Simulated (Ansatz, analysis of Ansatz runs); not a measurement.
# N-H pair in ZnO: local vibrational mode against experiment

Subject: N-H pair in ZnO. Wanted: its local vibrational mode, in one set-up (PBE, 72-site cell, PBE lattice, 420 eV, k: the single point 1/4 1/4 1/4). The model is a cell of 72 host atoms with N put on another atom's site and H put in between. The frequencies come from force constants among the defect atom and its neighbours, with the masses of the isotopes named. A local or semilocal functional is the cheapest first rung.

**The experiment.** N-H stretch, 1H: 3150.6 cm⁻¹, by FTIR absorption (quoted in “Hydrogen-related defects in hydrothermally grown ZnO studied by Fourier Transform Infrared Spectroscopy”, 2010, Halvard Haug, quoting earlier work (2007)). N-D stretch, 2H: 2339.7 cm⁻¹, by FTIR absorption (quoted in “Hydrogen-related defects in hydrothermally grown ZnO studied by Fourier Transform Infrared Spectroscopy”, 2010, Halvard Haug, quoting earlier work (2007)). The runs below try to reproduce this.

Calculated with Ansatz 0.2.0; plane-wave PAW DFT, PBE; relaxation of all atoms of a defect supercell.

## 1. Set-up

The cell holds 73 atoms: 36 Zn, 35 O, 1 N and 1 H. Its edges and angles: a = 9.839 Å, b = 9.839 Å, c = 10.587 Å, α = 90.0°, β = 90.0°, γ = 120.0°. It derives from ZnO (space group P6_3mc). Nearest the centre at fractional (0.502, 0.584, 0.424): H73 at 0.52 Å, N36 at 0.52 Å, Zn46 at 1.88 Å, Zn38 at 1.88 Å, Zn33 at 1.90 Å, Zn14 at 2.52 Å, O68 at 2.87 Å, O60 at 2.87 Å.

The host's primitive cell comes from a first run (plane-wave PAW DFT, PBE; relaxation of the host's cell and atoms): vectors of 3.280, 3.280 and 5.293 Å. That is 12.33 Å³ an atom, 3.6 % over the diffraction cell's volume. The supercell is built on it.

## 2. Relaxation, charge 0

Every later number rests on the structure around the defect, so the atoms are relaxed at the host's lattice first.

relax/input.yaml reads:

```yaml
relax:
  f_tol: 0.01
  max_steps: 80
  random_displacement: { amplitude: 0.02, seed: 194 }
crystal:
  lattice:
    - [9.83855992, 0.0, 0.0]
    - [-4.91927996, 8.52044282, 0.0]
    - [0.0, 0.0, 10.58650211]
  atoms:
    - { symbol: Zn, position: [0.111111111, 0.222222222, 0.249983552] }
    - { symbol: Zn, position: [0.222222222, 0.111111111, -1.6448e-05] }
    - { symbol: O, position: [0.222222222, 0.111111111, 0.189521448] }
    - { symbol: O, position: [0.111111111, 0.222222222, 0.439521448] }
    - { symbol: Zn, position: [0.111111111, 0.222222222, 0.749983552] }
    - { symbol: Zn, position: [0.222222222, 0.111111111, 0.499983552] }
    - { symbol: O, position: [0.222222222, 0.111111111, 0.689521448] }
    - { symbol: O, position: [0.111111111, 0.222222222, 0.939521448] }
    - { symbol: Zn, position: [0.111111111, 0.555555556, 0.249983552] }
    - { symbol: Zn, position: [0.222222222, 0.444444444, -1.6448e-05] }
    - { symbol: O, position: [0.222222222, 0.444444444, 0.189521448] }
    - { symbol: O, position: [0.111111111, 0.555555556, 0.439521448] }
    - { symbol: Zn, position: [0.111111111, 0.555555556, 0.749983552] }
    - { symbol: Zn, position: [0.222222222, 0.444444444, 0.499983552] }
    - { symbol: O, position: [0.222222222, 0.444444444, 0.689521448] }
    - { symbol: O, position: [0.111111111, 0.555555556, 0.939521448] }
    - { symbol: Zn, position: [0.111111111, 0.888888889, 0.249983552] }
    - { symbol: Zn, position: [0.222222222, 0.777777778, -1.6448e-05] }
    - { symbol: O, position: [0.222222222, 0.777777778, 0.189521448] }
    - { symbol: O, position: [0.111111111, 0.888888889, 0.439521448] }
    - { symbol: Zn, position: [0.111111111, 0.888888889, 0.749983552] }
    - { symbol: Zn, position: [0.222222222, 0.777777778, 0.499983552] }
    - { symbol: O, position: [0.222222222, 0.777777778, 0.689521448] }
    - { symbol: O, position: [0.111111111, 0.888888889, 0.939521448] }
    - { symbol: Zn, position: [0.444444444, 0.222222222, 0.249983552] }
    - { symbol: Zn, position: [0.555555556, 0.111111111, -1.6448e-05] }
    - { symbol: O, position: [0.555555556, 0.111111111, 0.189521448] }
    - { symbol: O, position: [0.444444444, 0.222222222, 0.439521448] }
    - { symbol: Zn, position: [0.444444444, 0.222222222, 0.749983552] }
    - { symbol: Zn, position: [0.555555556, 0.111111111, 0.499983552] }
    - { symbol: O, position: [0.555555556, 0.111111111, 0.689521448] }
    - { symbol: O, position: [0.444444444, 0.222222222, 0.939521448] }
    - { symbol: Zn, position: [0.444444444, 0.555555556, 0.249983552] }
    - { symbol: Zn, position: [0.555555556, 0.444444444, -1.6448e-05] }
    - { symbol: O, position: [0.555555556, 0.444444444, 0.189521448] }
    - { symbol: "N", position: [0.444444444, 0.555555556, 0.439521448] }
    - { symbol: Zn, position: [0.444444444, 0.555555556, 0.749983552] }
    - { symbol: Zn, position: [0.555555556, 0.444444444, 0.499983552] }
    - { symbol: O, position: [0.555555556, 0.444444444, 0.689521448] }
    - { symbol: O, position: [0.444444444, 0.555555556, 0.939521448] }
    - { symbol: Zn, position: [0.444444444, 0.888888889, 0.249983552] }
    - { symbol: Zn, position: [0.555555556, 0.777777778, -1.6448e-05] }
    - { symbol: O, position: [0.555555556, 0.777777778, 0.189521448] }
    - { symbol: O, position: [0.444444444, 0.888888889, 0.439521448] }
    - { symbol: Zn, position: [0.444444444, 0.888888889, 0.749983552] }
    - { symbol: Zn, position: [0.555555556, 0.777777778, 0.499983552] }
    - { symbol: O, position: [0.555555556, 0.777777778, 0.689521448] }
    - { symbol: O, position: [0.444444444, 0.888888889, 0.939521448] }
    - { symbol: Zn, position: [0.777777778, 0.222222222, 0.249983552] }
    - { symbol: Zn, position: [0.888888889, 0.111111111, -1.6448e-05] }
    - { symbol: O, position: [0.888888889, 0.111111111, 0.189521448] }
    - { symbol: O, position: [0.777777778, 0.222222222, 0.439521448] }
    - { symbol: Zn, position: [0.777777778, 0.222222222, 0.749983552] }
    - { symbol: Zn, position: [0.888888889, 0.111111111, 0.499983552] }
    - { symbol: O, position: [0.888888889, 0.111111111, 0.689521448] }
    - { symbol: O, position: [0.777777778, 0.222222222, 0.939521448] }
    - { symbol: Zn, position: [0.777777778, 0.555555556, 0.249983552] }
    - { symbol: Zn, position: [0.888888889, 0.444444444, -1.6448e-05] }
    - { symbol: O, position: [0.888888889, 0.444444444, 0.189521448] }
    - { symbol: O, position: [0.777777778, 0.555555556, 0.439521448] }
    - { symbol: Zn, position: [0.777777778, 0.555555556, 0.749983552] }
    - { symbol: Zn, position: [0.888888889, 0.444444444, 0.499983552] }
    - { symbol: O, position: [0.888888889, 0.444444444, 0.689521448] }
    - { symbol: O, position: [0.777777778, 0.555555556, 0.939521448] }
    - { symbol: Zn, position: [0.777777778, 0.888888889, 0.249983552] }
    - { symbol: Zn, position: [0.888888889, 0.777777778, -1.6448e-05] }
    - { symbol: O, position: [0.888888889, 0.777777778, 0.189521448] }
    - { symbol: O, position: [0.777777778, 0.888888889, 0.439521448] }
    - { symbol: Zn, position: [0.777777778, 0.888888889, 0.749983552] }
    - { symbol: Zn, position: [0.888888889, 0.777777778, 0.499983552] }
    - { symbol: O, position: [0.888888889, 0.777777778, 0.689521448] }
    - { symbol: O, position: [0.777777778, 0.888888889, 0.939521448] }
    - { symbol: H, position: [0.560109001, 0.613387999, 0.408034448] }
basis:
  ecutwfc: 420
  xc_grid: 2
hamiltonian:
  xc: pbe
kpoints:
  mp_grid: { grid: [1, 1, 1], shift: [0.25, 0.25, 0.25] }
scf:
  occupations: { method: fermi_dirac, width: 0.01 }
  max_iter: 120
output:
  forces: true
checkpoint:
  write: "../relax.run"
  compress: false
  write_wavefunctions: true
  write_every: 100000
```

Command:

```sh
ansatz run input.yaml --threads 2 --pin off --max-ram 4710MiB --backend cpu --events-out ev --progress --plain --runs-dir out
```

Numbers of over 12 decimals in the logs are rounded to 6 here.

Output:

```text
[... repeated set-up lines and file paths are left out, and long positions are rounded to six places ...]
Engine: ansatz 0.2.0, aarch64-unknown-linux-gnu
Pseudopotentials: kind: paw
Pseudopotential: Zn, paw, valence charge 12, recommended cutoff 420 eV (normal), Zn.paw.azcp
Pseudopotential: O, paw, valence charge 6, recommended cutoff 420 eV (normal), O.paw.azcp
Pseudopotential: N, paw, valence charge 5, recommended cutoff 420 eV (normal), N.paw.azcp
Pseudopotential: H, paw, valence charge 1, recommended cutoff 420 eV (normal), H.paw.azcp
Functional definition: PBE
  parameter kappa = 0.804
  parameter beta = 0.066725
  exchange = pbe_x(kappa = kappa, mu = beta*pi^2/3)
  correlation = pbe_c(beta = beta)
Crystal: 73 atoms, lattice volume = 887.455 Å³
Basis set: ecut = 420 eV, 17351 PW (Γ), exchange–correlation on 144×144×144 points (8 copies of the dense FFT grid, shifted against one another)
Bands: 397, of which v1, the nominal top of the filled ones, is band 324 counted from 1 (323 counted from 0)
Symmetry: 1 space group operations
k-points: 1
Non-local potential: Zn, projectors of the file, l = 0: 2, l = 1: 2, l = 2: 3, l = 3: 1
Non-local potential: O, projectors of the file, l = 0: 2, l = 1: 2, l = 2: 1
Non-local potential: N, projectors of the file, l = 0: 2, l = 1: 2, l = 2: 1
Non-local potential: H, projectors of the file, l = 0: 2, l = 1: 1
PAW form: soft (Blöchl's): semilocal exchange-correlation on the pseudo side does not see the compensation charge
PAW one-centre angular grid: Zn, 590 points (default); XC on 64 Gauss nodes
PAW one-centre angular grid: O, 110 points (default); XC on 64 Gauss nodes
PAW one-centre angular grid: N, 110 points (default); XC on 64 Gauss nodes
PAW one-centre angular grid: H, 110 points (default); XC on 64 Gauss nodes
Initial density: superposition of atomic densities (neutral atoms: chi_scale 0, normalization atom), corrected by the library's trained network
Initial wavefunctions: pseudopotential atomic-orbital guess
Functional: x = pbe(κ = 0.804, μ = 0.219515), c = pbe(β = 0.066725)
SCF iter   1: F=—  HF=-139758.260628 eV  |F-HF|=—  |Δ(HF+E_count)|=         —  Δρ=1.92e-3  dr2=1.99e-2  ethr=1.77e-3  ⟨swp⟩=6.0  Hψ=1608  notcnv=0  defer=11
preconditioner: auto → Resta (q_TF=auto, 2.589 Å⁻¹)  ε∞=7.5  [insulator: Δε(μ)=2.293 eV  Ē_g=12.469 eV  σ=0.010 eV  W_gap=1.00  n_scr=242 (ndim 8)  ℏωp=31.7 eV  f_vac=0.041  D(μ)=0.00/eV (n_scr^D=0)  ε∞_Penn≈7.5]
SCF iter   2: F=—  HF=-139758.262969 eV  |F-HF|=—  |Δ(HF+E_count)|=   2.34e-3  Δρ=8.87e-4  dr2=3.14e-3  ethr=3.07e-6  ⟨swp⟩=2.0  Hψ=787  notcnv=0  defer=67
SCF iter   3: F=—  HF=-139758.264715 eV  |F-HF|=—  |Δ(HF+E_count)|=   1.75e-3  Δρ=3.78e-4  dr2=1.06e-3  ethr=4.84e-7  ⟨swp⟩=2.0  Hψ=625  notcnv=0  defer=67
SCF iter   4: F=—  HF=-139758.265263 eV  |F-HF|=—  |Δ(HF+E_count)|=   5.48e-4  Δρ=1.27e-4  dr2=1.52e-4  ethr=1.64e-7  ⟨swp⟩=2.0  Hψ=619  notcnv=0  defer=67
SCF iter   5: F=—  HF=-139758.265277 eV  |F-HF|=—  |Δ(HF+E_count)|=   1.40e-5  Δρ=5.91e-5  dr2=4.25e-5  ethr=2.34e-8  ⟨swp⟩=2.0  Hψ=619  notcnv=0  defer=67
SCF iter   6: F=—  HF=-139758.265297 eV  |F-HF|=—  |Δ(HF+E_count)|=   2.06e-5  Δρ=3.55e-5  dr2=1.12e-5  ethr=6.55e-9  ⟨swp⟩=2.0  Hψ=654  notcnv=0  defer=67
SCF iter   7: F=-139758.265296 eV  HF=-139758.265296 eV  |F-HF|=5.80e-8  |Δ(HF+E_count)|=   1.50e-6  Δρ=1.14e-5  dr2=1.01e-6  ethr=3.86e-10  ⟨swp⟩=3.0  Hψ=1573  notcnv=0
SCF 1 converged in 7 iterations: F = -139758.265296 eV  dr2 = 1.01e-6
  greatest PAW one-centre occupation: 0.987 electrons in one spin orbital (limit 2), on the Zn atom at site 0 (counted from 0), in its partial waves of l = 2
relax step   1: F+E_penalty+E_count = -139758.26529587 eV  Δ(F+E_penalty+E_count) = +0.000e0 eV  max|allowed force component| = 9.433e-1 eV/Å  Δτ_max = 0.0000 Å  (7 SCF iters, dr2 threshold 2.50e-6 eV, accepted)
[... the SCF cycles and remarks between the steps are left out from here to the last step ...]
relax step   2: F+E_penalty+E_count = -139758.58204909 eV  Δ(F+E_penalty+E_count) = -3.168e-1 eV  max|allowed force component| = 4.965e-1 eV/Å  Δτ_max = 0.0823 Å  (6 SCF iters, dr2 threshold 5.56e-5 eV, accepted)
relax step   3: F+E_penalty+E_count = -139758.59829951 eV  Δ(F+E_penalty+E_count) = -1.625e-2 eV  max|allowed force component| = 3.281e0 eV/Å  Δτ_max = 0.1632 Å  (8 SCF iters, dr2 threshold 1.54e-5 eV, accepted)
relax step   4: F+E_penalty+E_count = -139758.73850682 eV  Δ(F+E_penalty+E_count) = -1.402e-1 eV  max|allowed force component| = 6.467e-2 eV/Å  Δτ_max = 0.0492 Å  (5 SCF iters, dr2 threshold 1.00e-4 eV, accepted)
relax step   5: F+E_penalty+E_count = -139758.73950438 eV  Δ(F+E_penalty+E_count) = -9.976e-4 eV  max|allowed force component| = 1.976e-2 eV/Å  Δτ_max = 0.0130 Å  (7 SCF iters, dr2 threshold 2.61e-7 eV, accepted)
relax step   6: F+E_penalty+E_count = -139758.73972636 eV  Δ(F+E_penalty+E_count) = -2.220e-4 eV  max|allowed force component| = 3.158e-2 eV/Å  Δτ_max = 0.0288 Å  (7 SCF iters, accepted)
relax step   7: F+E_penalty+E_count = -139758.73985313 eV  Δ(F+E_penalty+E_count) = -1.268e-4 eV  max|allowed force component| = 1.038e-2 eV/Å  Δτ_max = 0.0059 Å  (6 SCF iters, accepted)
SCF iter   1: F=—  HF=-139758.739994 eV  |F-HF|=—  |Δ(HF+E_count)|=         —  Δρ=3.03e-4  dr2=3.76e-4  ethr=6.27e-7  ⟨swp⟩=5.0  Hψ=977  notcnv=0  defer=67
SCF iter   2: F=—  HF=-139758.739902 eV  |F-HF|=—  |Δ(HF+E_count)|=   9.21e-5  Δρ=1.57e-4  dr2=1.03e-4  ethr=5.80e-8  ⟨swp⟩=2.0  Hψ=656  notcnv=0  defer=67
SCF iter   3: F=—  HF=-139758.739879 eV  |F-HF|=—  |Δ(HF+E_count)|=   2.36e-5  Δρ=3.50e-5  dr2=1.03e-5  ethr=1.59e-8  ⟨swp⟩=2.0  Hψ=619  notcnv=0  defer=67
SCF iter   4: F=—  HF=-139758.739893 eV  |F-HF|=—  |Δ(HF+E_count)|=   1.42e-5  Δρ=1.68e-5  dr2=1.73e-6  ethr=1.60e-9  ⟨swp⟩=2.0  Hψ=654  notcnv=0  defer=67
SCF iter   5: F=—  HF=-139758.739893 eV  |F-HF|=—  |Δ(HF+E_count)|=   7.74e-8  Δρ=7.18e-6  dr2=4.57e-7  ethr=2.67e-10  ⟨swp⟩=2.0  Hψ=619  notcnv=0  defer=67
SCF iter   6: F=-139758.739893 eV  HF=-139758.739893 eV  |F-HF|=5.25e-8  |Δ(HF+E_count)|=   5.52e-8  Δρ=2.76e-6  dr2=7.85e-8  ethr=1.54e-11  ⟨swp⟩=3.0  Hψ=1573  notcnv=0
SCF 8 converged in 6 iterations: F = -139758.739893 eV  dr2 = 7.85e-8
relax step   8: F+E_penalty+E_count = -139758.73989300 eV  Δ(F+E_penalty+E_count) = -3.987e-5 eV  max|allowed force component| = 9.758e-3 eV/Å  Δτ_max = 0.0099 Å  (6 SCF iters, accepted)
NSCF: frozen V_eff on 1 k-points
the band table was solved once a step of the walk had ended and its energy, with any forces and stress, was formed, with the checks that follow a solve (1376 applications of the Hamiltonian). They found nothing against the state; [...]
SCF converged after 6 iterations
Free energy (F): -139758.739893 eV
Harris-Foulkes:  -139758.739893 eV  (|F-HF|=5.25e-8)
Internal energy: -139758.739893 eV  (E = F + TS)
E sigma→0 (E₀):  -139758.739893 eV
Fermi energy:    7.778359 eV
--- Per-component energies (eV) ---
  E_band       = 932.814074
  E_kinetic    = 10952.057363
  E_local      = -72840.019535  (includes V_loc(G=0)·N_el)
  E_nonlocal   = 24029.486317
  E_hartree    = 29902.579153
  E_xc         = -7544.668807
  E_vxc        = -5197.776666  (∫ρ·V_xc dr)
  E_paw        = -71617.850362  (= ΣΔE_a)
  E_vpaw       = -15816.163326  (= ΣTr[D̂ρ^β])
  E_aug_tail   = 0.071077  (compensation charges beyond the density's cutoff)
  E_ewald      = -52640.395099
  E_smearing   = -0.000000  (= −TS)
  E_closure    = -0.000000  (closes the sum)
  Σ components = -139758.739893   (vs F -139758.739893, Δ=0.00e0)
--- Forces (eV/Å), atoms counted from 1 ---
  atom   1  Zn    -0.00004684    -0.00141743     0.00000866
  atom   2  Zn     0.00047089     0.00034810    -0.00033937
  [... 11 atoms left out ...]
  atom  14  Zn     0.00155238     0.00231665    -0.00027393
  [... 18 atoms left out ...]
  atom  33  Zn    -0.00180126    -0.00094046    -0.00686078
  [... 1 atom left out ...]
  atom  35  O      0.00086760    -0.00084436    -0.00338611
  atom  36  N     -0.00299085    -0.00975647    -0.00258806
  [... 1 atom left out ...]
  atom  38  Zn    -0.00005653     0.00018107     0.00293008
  [... 4 atoms left out ...]
  atom  43  O     -0.00003915     0.00062354     0.00008784
  [... 2 atoms left out ...]
  atom  46  Zn     0.00161176     0.00241826     0.00039990
  [... 13 atoms left out ...]
  atom  60  O     -0.00046175     0.00125553    -0.00044295
  [... 7 atoms left out ...]
  atom  68  O     -0.00151805     0.00239332     0.00225228
  [... 4 atoms left out ...]
  atom  73  H      0.00379160     0.00142757    -0.00061144
  max |Σ_I F_I| component: 8.51e-5 eV/Å
--- Band table (eV) ---
  k-point 0: bands = ["-10.9487", "-10.8393", "-10.8192", "-10.7846", [... 389 left out ...] "16.7050", "16.7244", "16.7605", "16.7822"]
--- Relaxed structure (8 steps of the walk, 8 accepted, 0 SCFs on fresh bases) ---
  F+E_penalty+E_count = -139758.73989300 eV   max|allowed force component| = 9.758e-3 eV/Å
  atoms:
    - { symbol: Zn, position: [0.107848, 0.219696, 0.249409] }
    - { symbol: Zn, position: [0.220678, 0.109946, 0.000257] }
    [... 11 atoms left out ...]
    - { symbol: Zn, position: [0.235950, 0.449937, 0.494434] }
    [... 18 atoms left out ...]
    - { symbol: Zn, position: [0.431215, 0.550627, 0.242087] }
    [... 1 atom left out ...]
    - { symbol: O, position: [0.551828, 0.443539, 0.187808] }
    - { symbol: N, position: [0.465412, 0.566864, 0.435561] }
    [... 1 atom left out ...]
    - { symbol: Zn, position: [0.550452, 0.431453, 0.509441] }
    [... 4 atoms left out ...]
    - { symbol: O, position: [0.552283, 0.777074, 0.187083] }
    [... 2 atoms left out ...]
    - { symbol: Zn, position: [0.551575, 0.785156, 0.507867] }
    [... 13 atoms left out ...]
    - { symbol: O, position: [0.775855, 0.552053, 0.441214] }
    [... 7 atoms left out ...]
    - { symbol: O, position: [0.777005, 0.890216, 0.440715] }
    [... 4 atoms left out ...]
    - { symbol: H, position: [0.578191, 0.617942, 0.398827] }
```

It took 6.2 min on 2 threads of Arm Neoverse V1, shared host; peak memory 2.2 GiB.

Step by step:

```csv
step,energy less that of the first step (eV),largest force component (eV/Å)
1,0.0000,0.9433
2,-0.3168,0.4965
3,-0.3330,3.2810
4,-0.4732,0.0647
5,-0.4742,0.0198
6,-0.4744,0.0316
7,-0.4746,0.0104
8,-0.4746,0.0098
```

The atoms that moved most (Å, from the sites as typed, ahead of the random displacement):

```csv
atom,dx,dy,dz,length
H73,0.156,0.039,-0.097,0.188
N36,0.151,0.096,-0.041,0.184
Zn38,0.014,-0.111,0.101,0.150
Zn33,-0.105,-0.042,-0.083,0.141
Zn14,0.108,0.047,-0.058,0.132
Zn46,-0.075,0.063,0.084,0.129
O11,-0.074,-0.039,-0.050,0.098
O39,0.022,-0.019,0.073,0.079
```

Neighbours of the ideal centre at the end:

| atom | distance (Å) |
| --- | --- |
| N36 | 0.338 |
| H73 | 0.700 |
| Zn46 | 1.992 |
| Zn38 | 2.007 |
| Zn33 | 2.017 |
| Zn14 | 2.389 |
| O60 | 2.870 |
| O68 | 2.873 |

Neighbours of the added atoms: H73: N36 1.04, Zn38 2.08, Zn33 2.08 Å.

Read from the output:

| Item | Value |
| --- | --- |
| free energy | -139758.7399 eV |

The relaxation ends 6.5 meV an atom lower than the displaced start, with a largest force component of 0.0098 eV/Å.

(Continued in part 2 of 2.)

[Logs are printed without paths, hosts, clocks, repeated set-up lines and the standing remarks that a program may print on its own settings, such as how far it seeks lower states.]

[Hosts, paths, dates, database ids (printed as entryN), source tags and the programs' standing remarks are cut or masked in the printed files.]

[For some hosts the program warned that the k-mesh of the response run may be too coarse for force constants and the static dielectric constant; such warnings are not shown here.]
